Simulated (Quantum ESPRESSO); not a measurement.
# CuO (Tenorite): parallel and opposed starts

Does CuO (Tenorite) prefer parallel or opposed moments?

Main program and level: Quantum ESPRESSO 7.5; LDA with U = 6 eV on Cu d (ortho-atomic projectors); plane waves with GBRV 1.5 LDA potentials, no spin-orbit coupling.

### 1. The structure

It takes space group C2/c (No. 15, monoclinic). The conventional cell has a = 4.684 Å, b = 3.423 Å, c = 5.129 Å, α = 90.00°, β = 99.54°, γ = 90.00°. Nearest to Cu lie 4 O at 1.95 to 1.96 Å. O has 4 Cu at 1.95 to 1.96 Å nearest. Farther neighbours and most contacts between anions are not listed.

The cell comes from the Crystallography Open Database.

### 2. Start 1: ferro ++

The signs are those of the starting moments on the seeded atoms, the atoms that are given a moment.

pw.in reads:

```
&CONTROL
  calculation = 'scf'
  prefix = 'pwscf'
  outdir = './tmp'
  pseudo_dir = './pseudo'
  disk_io = 'nowf'
/
&SYSTEM
  ibrav = 0
  nat = 4
  ntyp = 2
  ecutwfc = 40
  ecutrho = 280
  nbnd = 35
  occupations = 'smearing'
  smearing = 'fd'
  degauss = 0.00367493
  nspin = 2
  starting_magnetization(1) = 0.0526
  starting_magnetization(2) = 0
/
&ELECTRONS
  conv_thr = 8d-09
  electron_maxstep = 150
  mixing_beta = 0.3
/
ATOMIC_SPECIES
Cu     63.5460 cu_lda_v1.2.uspp.F.UPF
O      15.9990 o_lda_v1.2.uspp.F.UPF
CELL_PARAMETERS angstrom
   2.3418500000   -1.7113000000    0.0000000000
   2.3418500000    1.7113000000    0.0000000000
  -0.8500274268    0.0000000000    5.0578693947
ATOMIC_POSITIONS crystal
Cu      0.0000000000    0.5000000000    0.0000000000
Cu      0.5000000000    0.0000000000    0.5000000000
O       0.5816000000    0.4184000000    0.2500000000
O       0.4184000000    0.5816000000    0.7500000000
K_POINTS automatic
8 8 4 0 0 0
HUBBARD {ortho-atomic}
U Cu-3d 6.0000
```

The run is started by

```console
OMP_NUM_THREADS=1 mpirun -n 4 pw.x -nk 4 -in pw.in > pw.out
```

The log of the run:

```text
Program PWSCF v.7.5 starts

     Message from routine setup:
     using ibrav=0 with symmetry is DISCOURAGED, use correct ibrav instead

     K-points division:     npool     =       4
     Subspace diagonalization in iterative solution of the eigenvalue problem:

     G-vector sticks info
     --------------------
     sticks:   dense  smooth     PW     G-vecs:    dense   smooth      PW
     Sum         643     361    125                21647     9325    1767

     Using Slab Decomposition

     bravais-lattice index     =            0
     lattice parameter (alat)  =       5.4811  a.u.
     unit-cell volume          =     273.5769 (a.u.)^3
     number of atoms/cell      =            4
     number of atomic types    =            2
     number of electrons       =        50.00
     number of Kohn-Sham states=           35
     kinetic-energy cutoff     =      40.0000  Ry
     charge density cutoff     =     280.0000  Ry
     scf convergence threshold =      8.0E-09
     mixing beta               =       0.3000
     number of iterations used =            8  plain     mixing
     Exchange-correlation= SLA  PZ   NOGX NOGC
                           (   1   1   0   0   0   0   0)
     Hubbard projectors: ortho-atomic
     Hubbard parameters of DFT+U (Dudarev formulation) in eV:
     U(Cu-3d) =  6.0000

     Internal variables: lda_plus_u =T, lda_plus_u_kind = 0

     Internal variables: orbital_resolved =F, hub_pot_fix =F, apply_U = F

     celldm(1)=   5.481121  celldm(2)=   0.000000  celldm(3)=   0.000000
     celldm(4)=   0.000000  celldm(5)=   0.000000  celldm(6)=   0.000000

     crystal axes: (cart. coord. in units of alat)
               a(1) = (   0.807400  -0.590005   0.000000 )
               a(2) = (   0.807400   0.590005   0.000000 )
               a(3) = (  -0.293064   0.000000   1.743802 )

     reciprocal axes: (cart. coord. in units 2 pi/alat)
               b(1) = (  0.619272 -0.847451  0.104075 )
               b(2) = (  0.619272  0.847451  0.104075 )
               b(3) = ( -0.000000  0.000000  0.573460 )

     PseudoPot. # 1 for Cu read from file:
     cu_lda_v1.2.uspp.F.UPF
     Pseudo is Ultrasoft + core correction, Zval = 19.0
     Generated by new atomic code, or converted to UPF format
     Using radial grid of  867 points,  6 beta functions with:
                l(1) =   0
                l(2) =   0
                l(3) =   1
                l(4) =   1
                l(5) =   2
                l(6) =   2
     Q(r) pseudized with  8 coefficients,  rinner =    1.150   1.150   1.150
                                                       1.150   1.150

     PseudoPot. # 2 for O  read from file:
     o_lda_v1.2.uspp.F.UPF
     Pseudo is Ultrasoft + core correction, Zval =  6.0
     Generated by new atomic code, or converted to UPF format
     Using radial grid of  737 points,  5 beta functions with:
                l(1) =   0
                l(2) =   0
                l(3) =   1
                l(4) =   1
                l(5) =   2
     Q(r) pseudized with  8 coefficients,  rinner =    0.900   0.900   0.900
                                                       0.900   0.900

     atomic species   valence    mass     pseudopotential
     Cu               19.00    63.54600     Cu( 1.00)
     O                 6.00    15.99900     O ( 1.00)

     Starting magnetic structure
     atomic species   magnetization
     Cu              0.053
     O               0.000

      4 Sym. Ops., with inversion, found ( 2 have fractional translation)

   Cartesian axes

     site n.     atom                  positions (alat units)
         1        Cu     tau(   1) = (   0.4036998   0.2950025   0.0000000  )
         2        Cu     tau(   2) = (   0.2571678  -0.2950025   0.8719008  )
         3        O      tau(   3) = (   0.7341337  -0.0962888   0.4359504  )
         4        O      tau(   4) = (   0.5876017   0.0962888   1.3078513  )

     number of k points=    78  Fermi-Dirac smearing, width (Ry)=  0.0037
                       cart. coord. in units 2pi/alat
        k(    1) = (   0.0000000   0.0000000   0.0000000), wk =   0.0039062
        k(    2) = (   0.0000000   0.0000000   0.1433649), wk =   0.0078125
        k(    3) = (   0.0000000   0.0000000  -0.2867299), wk =   0.0039062
        k(    4) = (   0.0774090   0.1059313   0.0130094), wk =   0.0156250
        k(    5) = (   0.0774090   0.1059313   0.1563743), wk =   0.0156250
        [... 73 further k-points ...]

     Dense  grid:    21647 G-vectors     FFT dimensions: (  30,  30,  54)

     Smooth grid:     9325 G-vectors     FFT dimensions: (  24,  24,  40)

     Check: negative core charge=   -0.000003
     Generating pointlists ...
     new r_m :   0.2774 (alat units)  1.5207 (a.u.) for type    1
     new r_m :   0.2774 (alat units)  1.5207 (a.u.) for type    2

     Initial potential from superposition of free atoms

     starting charge      48.0000, renormalised to      50.0000

     STARTING HUBBARD OCCUPATIONS:

     =================== HUBBARD OCCUPATIONS ===================
     ------------------------ ATOM    1 ------------------------
     Tr[ns(  1)] (up, down, total) =   5.00000  3.00000  8.00000
     Atomic magnetic moment for atom   1 =   2.00000
     [... lines left out ...]
     ------------------------ ATOM    2 ------------------------
     Tr[ns(  2)] (up, down, total) =   5.00000  3.00000  8.00000
     Atomic magnetic moment for atom   2 =   2.00000
     [... lines left out ...]
     Number of occupied Hubbard levels =   16.0000

     Atomic wfc used for Hubbard projectors are orthogonalized

     Starting wfcs are   34 randomized atomic wfcs +    1 random wfcs

     Self-consistent Calculation

     iteration #  1     ecut=    40.00 Ry     beta= 0.30
     Davidson diagonalization with overlap
     ethr =  1.00E-02,  avg # of iterations =  5.5

     =================== HUBBARD OCCUPATIONS ===================
     ------------------------ ATOM    1 ------------------------
     Tr[ns(  1)] (up, down, total) =   4.77742  3.73574  8.51315
     Atomic magnetic moment for atom   1 =   1.04168
     [... lines left out ...]
     ------------------------ ATOM    2 ------------------------
     Tr[ns(  2)] (up, down, total) =   4.77742  3.73574  8.51315
     Atomic magnetic moment for atom   2 =   1.04168
     [... lines left out ...]
     Number of occupied Hubbard levels =   17.0263

     total energy              =    -870.21456739 Ry
     estimated scf accuracy    <       3.69779116 Ry

     total magnetization       =     2.06 Bohr mag/cell
     absolute magnetization    =     2.54 Bohr mag/cell

     iteration #  2     ecut=    40.00 Ry     beta= 0.30
     Davidson diagonalization with overlap
     ethr =  7.40E-03,  avg # of iterations =  2.1

     total energy              =    -871.18033867 Ry
     estimated scf accuracy    <       0.98691701 Ry

     total magnetization       =     1.13 Bohr mag/cell
     absolute magnetization    =     1.21 Bohr mag/cell

     iteration #  3     ecut=    40.00 Ry     beta= 0.30
     Davidson diagonalization with overlap
     ethr =  1.97E-03,  avg # of iterations =  1.0

     total energy              =    -871.30074851 Ry
     estimated scf accuracy    <       0.06442270 Ry

     total magnetization       =     1.99 Bohr mag/cell
     absolute magnetization    =     2.05 Bohr mag/cell

     [... further iterations left out ...]

     iteration # 12     ecut=    40.00 Ry     beta= 0.30
     Davidson diagonalization with overlap
     ethr =  7.56E-10,  avg # of iterations =  1.5

     total energy              =    -871.31452646 Ry
     estimated scf accuracy    <       0.00000012 Ry

     total magnetization       =     1.99 Bohr mag/cell
     absolute magnetization    =     2.07 Bohr mag/cell

     iteration # 13     ecut=    40.00 Ry     beta= 0.30
     Davidson diagonalization with overlap
     ethr =  2.33E-10,  avg # of iterations =  2.0

     total energy              =    -871.31452653 Ry
     estimated scf accuracy    <       0.00000006 Ry

     total magnetization       =     1.99 Bohr mag/cell
     absolute magnetization    =     2.07 Bohr mag/cell

     iteration # 14     ecut=    40.00 Ry     beta= 0.30
     Davidson diagonalization with overlap
     ethr =  1.26E-10,  avg # of iterations =  1.5

     total energy              =    -871.31452656 Ry
     estimated scf accuracy    <          9.7E-09 Ry

     total magnetization       =     1.99 Bohr mag/cell
     absolute magnetization    =     2.07 Bohr mag/cell

     iteration # 15     ecut=    40.00 Ry     beta= 0.30
     Davidson diagonalization with overlap
     ethr =  1.94E-11,  avg # of iterations =  2.0

     Magnetic moment per site  (integrated on atomic sphere of radius R)
     atom   1 (R=0.277)  charge= 16.4304  magn=  0.6708
     atom   2 (R=0.277)  charge= 16.4304  magn=  0.6708
     atom   3 (R=0.277)  charge=  5.3368  magn=  0.3023
     atom   4 (R=0.277)  charge=  5.3368  magn=  0.3023

     End of self-consistent calculation

     =================== HUBBARD OCCUPATIONS ===================
     ------------------------ ATOM    1 ------------------------
     Tr[ns(  1)] (up, down, total) =   4.93301  4.28468  9.21769
     Atomic magnetic moment for atom   1 =   0.64833
     [... lines left out ...]
     ------------------------ ATOM    2 ------------------------
     Tr[ns(  2)] (up, down, total) =   4.93301  4.28468  9.21769
     Atomic magnetic moment for atom   2 =   0.64833
     [... lines left out ...]
     Number of occupied Hubbard levels =   18.4354

     Number of k-points >= 100: set verbosity='high' to print the bands.

     the Fermi energy is    11.2698 ev

!    total energy              =    -871.31452657 Ry
     estimated scf accuracy    <          2.9E-09 Ry
     smearing contrib. (-TS)   =      -0.00009551 Ry
     internal energy E=F+TS    =    -871.31443105 Ry

     The total energy is F=E-TS. E is the sum of the following terms:
     one-electron contribution =    -620.43060574 Ry
     hartree contribution      =     336.92728237 Ry
     xc contribution           =     -90.81022644 Ry
     ewald contribution        =    -497.16893300 Ry
     Hubbard energy            =       0.16805176 Ry

     total magnetization       =     1.99 Bohr mag/cell
     absolute magnetization    =     2.07 Bohr mag/cell

     convergence has been achieved in  15 iterations

=------------------------------------------------------------------------------=
   JOB DONE.
=------------------------------------------------------------------------------=
```

Wall time 31 s (4 MPI ranks of Intel Xeon Platinum 8488C (Sapphire Rapids), shared host); peak memory 0.46 GiB.

Spin moment in the atom's sphere by atom:

| atom | spin moment in the atom's sphere (μB) |
| --- | --- |
| Cu1 | 0.671 |
| Cu2 | 0.671 |
| O3 | 0.302 |
| O4 | 0.302 |

This step gave:

* smearing term TS: 0.001300 eV
* magnetization: 1.992 μB
* absolute magnetization: 2.069 μB
* final state: ferromagnetic

(Continued in part 2 of 2.)

[Logs and program files are shortened in this print: banners, set-up blocks, solver, clock and traceback lines can be left out without a mark of their own.]

[Logs are printed without paths, hosts, clocks, repeated set-up lines and the standing remarks that a program may print on its own settings, such as how far it seeks lower states.]

[Hosts, paths, dates, database ids (printed as entryN), source tags and the programs' standing remarks are cut or masked in the printed files.]

[Where a cell is said to come from a database of computed structures, the database is the Materials Project.]
